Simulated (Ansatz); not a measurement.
WS2 (Tungstenite), computed twice by G0W0.

It takes space group P6_3/mmc (No. 194, hexagonal). Conventional cell: a = 3.153 Å, b = 3.153 Å, c = 12.323 Å, α = 90.00°, β = 90.00°, γ = 120.00°. W has 6 S at 2.40 Å nearest. Nearest to S lie 3 W at 2.40 Å. Farther neighbours and most contacts between anions are not listed.

```xyz
6
Lattice="3.1532 0.0000 0.0000 -1.5766 2.7308 0.0000 0.0000 0.0000 12.3230" Properties=species:S:1:pos:R:3 pbc="T T T"
W     0.0000    1.8205    3.0808
W     1.5766    0.9103    9.2423
S     0.0000    1.8205    7.6711
S     1.5766    0.9103    1.5096
S     0.0000    1.8205   10.8134
S     1.5766    0.9103    4.6519
```

The cell and positions come from the Crystallography Open Database and are kept as given unless a step says otherwise. Spin-orbit coupling is left out unless a run names it. PAW set soft_2, made with PBE.

The first (Ansatz 0.2.0; start PBE, 6×6×2 mesh, 111 empty bands, screening to 60 eV; 1 × NVIDIA H100 80GB HBM3 (shared by 6 runs) with 2 threads of AMD EPYC 7R13 (Zen 3), shared host) gave, on its mesh: starting gap 0.98 eV, G0W0 gap 1.27 eV, RPA ε∞ (mean) 11.62, 9.2 s.

**Question.** The second changes empty bands from 111 to 316 and screening cutoff (eV) from 60 to 120. What does it give?

It gave: starting gap 0.98 eV, G0W0 gap 1.35 eV, RPA ε∞ (mean) 11.29, 15 s. The G0W0 gap moves by +0.08 eV, +0.00 eV from the start and +0.08 eV from the correction. Σc changes by −0.44 eV at the valence top and −0.36 eV at the conduction bottom, and Σx − Vxc between them by +0.00 eV.

Limits: not at the basis limit; no spin-orbit coupling; coarse k mesh.

[Paths, hosts, dates, memory and timing lines, banners, echoed tables and standing remarks are left out of the program output.]

[Logs are printed without paths, hosts, clocks, repeated set-up lines and the standing remarks that a program may print on its own settings, such as how far it seeks lower states.]

[Runs of the session that timed out or met a known fault of the program may be left out.]

[Cells called generated may have been cut or substituted from an entry of the Crystallography Open Database or the Materials Project.]

[Hosts, paths, dates, database ids (printed as entryN), source tags and the programs' standing remarks are cut or masked in the printed files.]
